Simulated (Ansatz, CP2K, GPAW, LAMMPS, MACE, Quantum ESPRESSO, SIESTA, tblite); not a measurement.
**CP2K runs on amorphous Ge (61 atoms)**

Wanted: CP2K inputs and outputs for amorphous Ge (61 atoms), checked against a plane-wave reference.

Program: CP2K 2026.2. Level of theory: the method is named at each step. Results are calculated unless marked as measured.

### 1. The structure

The cell holds 61 atoms: 61 Ge. Its edges and angles: a = 11.512 Å, b = 11.512 Å, c = 11.512 Å, α = 90.0°, β = 90.0°, γ = 90.0°. 61 atoms (61 Ge) placed at random at 4.82 g/cm³, melted at 3500 K for 10 ps at fixed volume with the Tersoff potential (Tersoff, Phys. Rev. B 39, 5566 (1989)). Quenched from 3500 K to 100 K at 5 K/ps and fixed volume, held 5 ps, then minimised at fixed cell.

The yardstick, on the same geometry:

| Item | Value |
| --- | --- |
| method | Kohn-Sham DFT, PBE, SSSP efficiency 1.3.0 pseudopotentials, plane waves (Quantum ESPRESSO 7.5); sssp-pbe-1.3.0-efficiency, cutoffs 45/360 Ry, Γ point |
| r.m.s. force component | 0.2388 eV/Å |
| longest force | 1.209 eV/Å |
| pressure | 0.331 GPa |
| time | 3.4 min on 4 MPI ranks of Arm Neoverse V1, shared host |
| CPU time | 13 min |

### 2. PBE, DZVP-UZH, 350/50 Ry, diagonalisation

Method: Kohn-Sham DFT, PBE, GTH-PBE pseudopotentials, Gaussian and plane waves, DZVP-MOLOPT (UZH set), diagonalisation.

Contents of input.inp:

```
&GLOBAL
  PROJECT cell
  RUN_TYPE ENERGY_FORCE
  PRINT_LEVEL LOW
&END GLOBAL
&FORCE_EVAL
  METHOD QS
  STRESS_TENSOR ANALYTICAL
  &DFT
    BASIS_SET_FILE_NAME BASIS_MOLOPT_UZH
    POTENTIAL_FILE_NAME POTENTIAL_UZH
    &MGRID
      CUTOFF 350
      REL_CUTOFF 50
    &END MGRID
    &QS
      EPS_DEFAULT 1.0E-12
    &END QS
    &SCF
      SCF_GUESS ATOMIC
      EPS_SCF 1.0E-06
      MAX_SCF 200
      ADDED_MOS 27
      &DIAGONALIZATION
        ALGORITHM STANDARD
      &END DIAGONALIZATION
      &SMEAR ON
        METHOD FERMI_DIRAC
        ELECTRONIC_TEMPERATURE [K] 580
      &END SMEAR
      &MIXING
        METHOD BROYDEN_MIXING
        ALPHA 0.15
        NBROYDEN 8
      &END MIXING
      &PRINT
        &RESTART OFF
        &END RESTART
      &END PRINT
    &END SCF
    &XC
      &XC_FUNCTIONAL PBE
      &END XC_FUNCTIONAL
    &END XC
    &PRINT
      &MULLIKEN ON
      &END MULLIKEN
      &HIRSHFELD ON
        SHAPE_FUNCTION DENSITY
      &END HIRSHFELD
      &MO ON
        EIGENVALUES T
        OCCUPATION_NUMBERS T
        MO_INDEX_RANGE 111 134
        &EACH
          QS_SCF 0
        &END EACH
        ADD_LAST NUMERIC
      &END MO
    &END PRINT
  &END DFT
  &SUBSYS
    &CELL
      A 11.51210 0.00000 0.00000
      B 0.00000 11.51210 0.00000
      C 0.00000 0.00000 11.51210
    &END CELL
    &COORD
      SCALED
      Ge 0.61375 0.27767 0.05761
      Ge 0.20804 0.95453 0.23365
      Ge 0.99885 0.97291 0.27892
      Ge 0.62929 0.26978 0.72823
      Ge 0.19287 0.96700 0.58210
      Ge 0.40559 0.48708 0.26146
      Ge 0.90153 0.17218 0.56666
      Ge 0.57874 0.22414 0.38823
      Ge 0.89280 0.69759 0.66155
      Ge 0.76708 0.43131 0.77615
      Ge 0.66442 0.14943 0.89674
      Ge 0.99766 0.18479 0.75885
      Ge 0.32267 0.11894 0.91490
      Ge 0.39387 0.68786 0.50384
      Ge 0.28000 0.30886 0.20601
      Ge 0.49004 0.86676 0.42429
      Ge 0.13914 0.53512 0.87851
      Ge 0.57803 0.43769 0.37355
      Ge 0.44020 0.66749 0.14591
      Ge 0.97592 0.38732 0.83240
      Ge 0.98782 0.98098 0.49261
      Ge 0.41400 0.79556 0.82418
      Ge 0.68478 0.14912 0.55931
      Ge 0.39748 0.30133 0.01673
      Ge 0.98806 0.17604 0.06397
      Ge 0.78031 0.72407 0.30180
      Ge 0.87524 0.07918 0.91094
      Ge 0.44784 0.39105 0.69421
      Ge 0.23591 0.58424 0.36741
      Ge 0.94185 0.38384 0.51444
      Ge 0.83189 0.82825 0.50072
      Ge 0.61359 0.86697 0.75694
      Ge 0.77401 0.75266 0.83857
      Ge 0.10113 0.45716 0.20910
      Ge 0.88316 0.16291 0.24540
      Ge 0.20800 0.13993 0.72060
      Ge 0.28616 0.30066 0.58620
      Ge 0.74841 0.44510 0.07318
      Ge 0.47304 0.62499 0.94000
      Ge 0.67120 0.14189 0.21070
      Ge 0.95478 0.38370 0.04318
      Ge 0.58250 0.80134 0.23987
      Ge 0.36213 0.21063 0.39795
      Ge 0.78529 0.52487 0.59044
      Ge 0.26854 0.77559 0.65966
      Ge 0.14253 0.46757 0.54279
      Ge 0.63215 0.95601 0.10107
      Ge 0.08264 0.64350 0.08080
      Ge 0.75353 0.50866 0.27661
      Ge 0.92182 0.37440 0.31003
      Ge 0.31925 0.00190 0.40871
      Ge 0.68258 0.57554 0.91488
      Ge 0.24044 0.73992 0.19283
      Ge 0.64852 0.93385 0.55868
      Ge 0.81677 0.88852 0.99920
      Ge 0.35384 0.46194 0.88019
[... 1 atom lines left out ...]
      Ge 0.92685 0.79876 0.15968
      Ge 0.19751 0.12596 0.09701
      Ge 0.50615 0.99373 0.91795
      Ge 0.10786 0.63201 0.68839
    &END COORD
    &KIND Ge
      BASIS_SET DZVP-MOLOPT-PBE-GTH-q4
      POTENTIAL GTH-PBE-q4
    &END KIND
  &END SUBSYS
  &PRINT
    &FORCES ON
    &END FORCES
    &STRESS_TENSOR ON
    &END STRESS_TENSOR
  &END PRINT
&END FORCE_EVAL
```

Launch:

```bash
> OMP_NUM_THREADS=2 cp2k.psmp -i input.inp > output.txt
```

Numbers of over 12 decimals in the logs are rounded to 6 here.

The log of the run:

```text
CP2K| version string:                                       CP2K version 2026.2
 CP2K| Input file name                                                 input.inp
 GLOBAL| Basis set file name                                    BASIS_MOLOPT_UZH
 GLOBAL| Potential file name                                       POTENTIAL_UZH
 GLOBAL| Run type                                                   ENERGY_FORCE
 GLOBAL| Total number of message passing processes                             1
 GLOBAL| Number of threads for this process                                    2
 TOTAL NUMBERS AND MAXIMUM NUMBERS
  Total number of            - Atomic kinds:                                   1
                             - Atoms:                                         61
                             - Shell sets:                                    61
                             - Shells:                                       305
                             - Primitive Cartesian functions:                244
                             - Cartesian basis functions:                    854
                             - Spherical basis functions:                    793
  Maximum angular momentum of the orbital basis functions:                     2
 SCF PARAMETERS         Density guess:                                    ATOMIC
                        max_scf:                                             200
                        eps_scf:                                        1.00E-06
                        added MOs                                        27    0
                        Mixing method:                            BROYDEN_MIXING
                                                charge density mixing in g-space
                        Smear method:                                FERMI_DIRAC
                        Electronic temperature [K]:                        580.0
                        Electronic temperature [a.u.]:                  1.84E-03
                        Accuracy threshold:                             1.00E-10
 Extrapolation method: initial_guess
 Number of electrons:                                                        244
 Number of occupied orbitals:                                                122
 Number of molecular orbitals:                                               149
 Number of orbital functions:                                                793
 Number of independent orbital functions:                                    793
 SCF WAVEFUNCTION OPTIMIZATION
  Step     Update method      Time    Convergence         Total energy    Change
     1 NoMix/Diag. 0.15E+00    2.8     0.42285688      -242.3221667361 -2.42E+02
     2 Broy./Diag. 0.15E+00    3.7     0.02899910      -238.0983865568  4.22E+00
     3 Broy./Diag. 0.15E+00    3.7     0.10339682      -238.2796445775 -1.81E-01
     4 Broy./Diag. 0.15E+00    3.7     0.05564233      -239.1209302547 -8.41E-01
[...]
19 Broy./Diag. 0.15E+00    3.9     0.00000145      -239.1769087486  3.18E-05
    20 Broy./Diag. 0.15E+00    3.9     0.00000021      -239.1769021241  6.62E-06
  *** SCF run converged in    20 steps ***
  Electronic density on regular grids:       -243.9999999999        0.0000000001
  Core density on regular grids:              243.9999999991       -0.0000000009
  Total charge density on r-space grids:       -0.0000000008
  Total charge density g-space grids:          -0.0000000008
  Overlap energy of the core charge distribution:               2.77504e-07
  Self energy of the core charge distribution:               -509.442073
  Core Hamiltonian energy:                                    118.939451
  Hartree energy:                                             221.881776
  Exchange-correlation energy:                                -70.551642
  Electronic entropic energy:                                  -0.00441404
  Fermi energy:                                                 0.131156
  Total energy:                                              -239.176902
  Total energy (extrapolated to T->0):                       -239.174695
 MO| EIGENVALUES AND OCCUPATION NUMBERS
 MO|
 MO|  Index      Eigenvalue [a.u.]        Eigenvalue [eV]             Occupation
 MO|    111               0.091862               2.499702               2.000000
 MO|    112               0.092513               2.517401               2.000000
 MO|    113               0.094246               2.564565               2.000000
[...]
MO|    133               0.173772               4.728571               0.000000
 MO|    134               0.176770               4.810145               0.000000
 MO| Sum:                                                             244.000000
 MO| E(Fermi):            0.131156 a.u.          3.568937 eV
 !-----------------------------------------------------------------------------!
                     Mulliken Population Analysis
 #  Atom  Element  Kind  Atomic population                           Net charge
       1     Ge       1          3.998483                              0.001517
       2     Ge       1          3.968151                              0.031849
       3     Ge       1          4.067510                             -0.067510
[...]
60     Ge       1          4.036749                             -0.036749
      61     Ge       1          3.994951                              0.005049
 # Total charge                            244.000000                  0.000000
 !-----------------------------------------------------------------------------!
 !-----------------------------------------------------------------------------!
                           Hirshfeld Charges
  #Atom  Element  Kind  Ref Charge     Population                    Net charge
      1       Ge     1       4.000          4.007                        -0.007
      2       Ge     1       4.000          4.022                        -0.022
      3       Ge     1       4.000          4.001                        -0.001
[...]
60       Ge     1       4.000          4.013                        -0.013
     61       Ge     1       4.000          4.006                        -0.006
  Total Charge                                                           -0.000
 !-----------------------------------------------------------------------------!
 ENERGY| Total FORCE_EVAL ( QS ) energy [hartree]           -239.176906
 FORCES| Atomic forces [hartree/bohr]
 FORCES|   Atom     x               y               z               |f|
 FORCES|      1 -3.09205742E-03  7.61593270E-03 -1.27686527E-03   8.31827115E-03
 FORCES|      2 -1.70716373E-03 -2.63621902E-03 -3.84414155E-03   4.96401884E-03
 FORCES|      3 -1.36142612E-03 -6.57801562E-03  1.12210515E-03   6.81049855E-03
[...]
FORCES|     60  4.21856642E-03 -1.40617142E-03  4.87371299E-03   6.59747672E-03
 FORCES|     61 -4.80226661E-03  3.54483882E-03  6.32408241E-04   6.00229848E-03
 FORCES| Sum     4.73297749E-08  1.42603427E-08  1.36290623E-07
 FORCES| Total atomic force                                       1.44977926E-07
 STRESS| Analytical stress tensor [bar]
 STRESS|                        x                   y                   z
 STRESS|      x       -1.22857882688E+04   1.38785981308E+04  -3.30564422474E+03
 STRESS|      y        1.38785981308E+04   8.85624805724E+03  -8.29578584853E+03
 STRESS|      z       -3.30564422474E+03  -8.29578584853E+03   3.49091225778E+04
 STRESS| 1/3 Trace                                             1.04931941221E+04
```

Wall time 88 s (2 threads of Arm Neoverse V1, shared host); peak memory 1.8 GiB.

Banners, paths, timers and routine set-up lines are dropped from the logs unmarked, and long logs keep their key lines alone; longer cuts are marked.

Against the reference:

```yaml
r_m_s_force_component: 0.2393 eV/Å
r_m_s_difference_of_force_components: 27.6 meV/Å
longest_difference_of_force_vectors: 132.3 meV/Å
force_difference_over_r_m_s_force: 11.56 %
slope_of_forces_against_the_reference_s: 0.9954
correlation_of_force_components: 0.9933
pressure: 1.049 GPa
pressure_difference: 0.7183 GPa
```

The surroundings of Ge60, which has 5 bonded neighbours where the commonest count for Ge is 4, nearest first, numbered as they follow in the input and with coordinates relative to it.

```tsv
atom	x	y	z	distance (Å)	bonds	Hirshfeld charge (e)	Fx	Fy	Fz (eV/Å)
Ge60	0.00	0.00	0.00	0.00	5	-0.01	0.22	-0.07	0.25
Ge13	-2.11	1.44	-0.04	2.56	4	0.01	-0.09	0.02	-0.17
Ge11	1.82	1.79	-0.24	2.57	4	-0.01	0.01	-0.05	-0.45
Ge47	1.45	-0.43	2.11	2.60	4	0.01	-0.22	-0.12	-0.10
Ge32	1.24	-1.46	-1.85	2.66	4	0.00	-1.15	-0.26	0.22
Ge22	-1.06	-2.28	-1.08	2.74	4	0.01	0.57	0.32	-0.77
Ge1	1.24	3.27	1.61	3.85	4	-0.01	-0.16	0.39	-0.07
Ge55	3.58	-1.21	0.94	3.89	4	0.00	0.27	0.18	0.14
Ge24	-1.25	3.54	1.14	3.92	4	0.01	0.25	-0.20	0.06
```

Forces lie 12 % from the reference's, at 0.20 times its CPU time (on 2 against 4 cores).

### 3. PBE, SZV-MOLOPT-SR, 350/50 Ry, diagonalisation

Method: Kohn-Sham DFT, PBE, GTH-PBE pseudopotentials, Gaussian and plane waves, SZV-MOLOPT-SR-GTH, diagonalisation.

Edit input.inp of step 2 so:

```diff
@@ -9,4 +9,4 @@
   &DFT
-    BASIS_SET_FILE_NAME BASIS_MOLOPT_UZH
-    POTENTIAL_FILE_NAME POTENTIAL_UZH
+    BASIS_SET_FILE_NAME BASIS_MOLOPT
+    POTENTIAL_FILE_NAME GTH_POTENTIALS
     &MGRID
@@ -67,8 +67,8 @@
     &END CELL
-    &COORD
-      SCALED
-[... 61 atom lines left out: the same atoms as in the first run ...]
-    &END COORD
+    &TOPOLOGY
+      COORD_FILE_NAME structure.xyz
+      COORD_FILE_FORMAT XYZ
+    &END TOPOLOGY
     &KIND Ge
-      BASIS_SET DZVP-MOLOPT-PBE-GTH-q4
+      BASIS_SET SZV-MOLOPT-SR-GTH-q4
       POTENTIAL GTH-PBE-q4
```

Contents of structure.xyz:

```xyz
61

Ge 7.06555 3.19656 0.66321
Ge 2.39498 10.98864 2.68980
Ge 11.49886 11.20024 3.21095
Ge 7.24445 3.10573 8.38346
Ge 2.22034 11.13220 6.70119
Ge 4.66919 5.60731 3.00995
Ge 10.37850 1.98215 6.52345
Ge 6.66251 2.58032 4.46934
Ge 10.27800 8.03073 7.61583
Ge 8.83070 4.96528 8.93512
Ge 7.64887 1.72025 10.32336
Ge 11.48516 2.12732 8.73596
Ge 3.71461 1.36925 10.53242
Ge 4.53427 7.91871 5.80026
Ge 3.22339 3.55563 2.37161
Ge 5.64139 9.97823 4.88447
Ge 1.60179 6.16035 10.11349
Ge 6.65434 5.03873 4.30034
Ge 5.06763 7.68421 1.67973
Ge 11.23489 4.45887 9.58267
[... 37 atom lines left out ...]
Ge 10.66999 9.19540 1.83825
Ge 2.27375 1.45006 1.11679
Ge 5.82685 11.43992 10.56753
Ge 1.24170 7.27576 7.92481
```

Launch:

```bash
> OMP_NUM_THREADS=1 cp2k.psmp -i input.inp > output.txt
```

The log of the run:

```text
CP2K| version string:                                       CP2K version 2026.2
 CP2K| Input file name                                                 input.inp
 GLOBAL| Basis set file name                                        BASIS_MOLOPT
 GLOBAL| Potential file name                                      GTH_POTENTIALS
[... lines left out ...]
 Number of electrons:                                                        244
[... lines left out ...]
  Step     Update method      Time    Convergence         Total energy    Change
[... lines left out ...]
  *** SCF run converged in    20 steps ***
[... lines left out ...]
  Fermi energy:                                                 0.188465
  Total energy:                                              -236.694851
  Total energy (extrapolated to T->0):                       -236.692352
[... lines left out ...]
 MO| E(Fermi):            0.188465 a.u.          5.128390 eV
[... lines left out ...]
 ENERGY| Total FORCE_EVAL ( QS ) energy [hartree]           -236.694888
[... lines left out ...]
 FORCES|      1  1.20870280E-03 -7.54462866E-04 -3.65471532E-03   3.92264206E-03
 FORCES|      2 -7.20734064E-03  2.08785232E-03 -1.62128791E-03   7.67681320E-03
 FORCES|      3  3.99562625E-03 -4.17059060E-03  1.05887729E-02   1.20615491E-02
[...]
FORCES|     60  1.57229714E-02 -8.15214563E-04  7.40669423E-03   1.73992967E-02
 FORCES|     61 -1.40364996E-04  4.91558708E-03  2.91702230E-03   5.71766716E-03
 FORCES| Sum    -5.21611813E-07 -1.01246373E-06  1.40269618E-06
 FORCES| Total atomic force                                       1.80685314E-06
 STRESS| Analytical stress tensor [bar]
 STRESS|                        x                   y                   z
 STRESS|      x       -7.45559058005E+04   2.30845644698E+04  -6.87674675304E+03
 STRESS|      y        2.30845644698E+04  -4.07746821055E+04  -1.97017266074E+04
 STRESS|      z       -6.87674675304E+03  -1.97017266074E+04  -9.04133224220E+03
 STRESS| 1/3 Trace                                            -4.14573067161E+04
```

Wall time 75 s (1 thread); peak memory 1.7 GiB.

Compared with the plane-wave run:

```
r.m.s. force component                  : 0.3761 eV/Å
r.m.s. difference of force components   : 292.4 meV/Å
longest difference of force vectors     : 1179 meV/Å
force difference over r.m.s. force      : 122.4 %
slope of forces against the reference's : 0.9909
correlation of force components         : 0.6291
pressure                                : -4.146 GPa
pressure difference                     : -4.477 GPa
```

This is a coarse setting, run to see what it loses.

Against the first run (12 %), the force difference from the reference is 122 %, at 0.47 times the CPU time (on 1 against 2 cores), with 244 basis functions against 793; this set comes with other potentials too, so the change isn't the basis's alone.

### 4. PBE+D3, DZVP-UZH, 350/50 Ry, diagonalisation

Method: Kohn-Sham DFT, PBE+D3, GTH-PBE pseudopotentials, Gaussian and plane waves, DZVP-MOLOPT (UZH set), diagonalisation.

Edit input.inp of step 3 so:

```diff
@@ -9,4 +9,4 @@
   &DFT
-    BASIS_SET_FILE_NAME BASIS_MOLOPT
-    POTENTIAL_FILE_NAME GTH_POTENTIALS
+    BASIS_SET_FILE_NAME BASIS_MOLOPT_UZH
+    POTENTIAL_FILE_NAME POTENTIAL_UZH
     &MGRID
@@ -43,2 +43,10 @@
       &END XC_FUNCTIONAL
+      &VDW_POTENTIAL
+        POTENTIAL_TYPE PAIR_POTENTIAL
+        &PAIR_POTENTIAL
+          TYPE DFTD3
+          PARAMETER_FILE_NAME dftd3.dat
+          REFERENCE_FUNCTIONAL PBE
+        &END PAIR_POTENTIAL
+      &END VDW_POTENTIAL
     &END XC
@@ -72,3 +80,3 @@
     &KIND Ge
-      BASIS_SET SZV-MOLOPT-SR-GTH-q4
+      BASIS_SET DZVP-MOLOPT-PBE-GTH-q4
       POTENTIAL GTH-PBE-q4
```

structure.xyz is that of step 3.

Launch:

```bash
> OMP_NUM_THREADS=2 cp2k.psmp -i input.inp > output.txt
```

The log of the run:

```text
CP2K| version string:                                       CP2K version 2026.2
 CP2K| Input file name                                                 input.inp
 GLOBAL| Basis set file name                                    BASIS_MOLOPT_UZH
 GLOBAL| Potential file name                                       POTENTIAL_UZH
[... lines left out ...]
 Number of electrons:                                                        244
[... lines left out ...]
  Step     Update method      Time    Convergence         Total energy    Change
[... lines left out ...]
  *** SCF run converged in    20 steps ***
[... lines left out ...]
  Fermi energy:                                                 0.131156
  Total energy:                                              -239.515099
  Total energy (extrapolated to T->0):                       -239.512892
[... lines left out ...]
 MO| E(Fermi):            0.131156 a.u.          3.568935 eV
[... lines left out ...]
 ENERGY| Total FORCE_EVAL ( QS ) energy [hartree]           -239.515103
[... lines left out ...]
 FORCES|      1 -3.16361099E-03  7.64523385E-03 -1.29366386E-03   8.37446125E-03
 FORCES|      2 -1.34614511E-03 -2.64713167E-03 -4.12274682E-03   5.08098948E-03
 FORCES|      3 -1.41891662E-03 -6.07385749E-03  1.28465318E-03   6.36831242E-03
[...]
FORCES|     60  4.38311543E-03 -8.75754547E-04  5.18884337E-03   6.84855769E-03
 FORCES|     61 -4.88209364E-03  4.05628976E-03  9.51939211E-04   6.41829519E-03
 FORCES| Sum     4.73426366E-08  1.42586917E-08  1.36290249E-07
 FORCES| Total atomic force                                       1.44981611E-07
 STRESS| Analytical stress tensor [bar]
 STRESS|                        x                   y                   z
 STRESS|      x       -1.82213166277E+04   1.38787961852E+04  -3.32911607279E+03
 STRESS|      y        1.38787961852E+04   2.95692564794E+03  -8.02757421844E+03
 STRESS|      z       -3.32911607279E+03  -8.02757421844E+03   2.91798800611E+04
 STRESS| 1/3 Trace                                             4.63849636045E+03
```

Elapsed: 89 s, on 2 threads; peak memory 1.9 GiB.

Against the reference:

```yaml
r_m_s_force_component: 0.2372 eV/Å
r_m_s_difference_of_force_components: 37.5 meV/Å
longest_difference_of_force_vectors: 132.2 meV/Å
force_difference_over_r_m_s_force: 15.7 %
slope_of_forces_against_the_reference_s: 0.9811
correlation_of_force_components: 0.9876
pressure: 0.4638 GPa
pressure_difference: 0.1328 GPa
```

Against the first run (12 %), the force difference from the reference is 16 %, at 1.0 times the CPU time; the model has changed, so this is no error of the program alone.

(Part 1 of 3 ends here.)

[Also dropped from logs without a mark: logging warnings of Python, and SIESTA's first energy breakdown and zero terms.]

[Logs are printed without paths, hosts, clocks, repeated set-up lines and the standing remarks that a program may print on its own settings, such as how far it seeks lower states.]

[Hosts, paths, dates, database ids (printed as entryN), source tags and the programs' standing remarks are cut or masked in the printed files.]
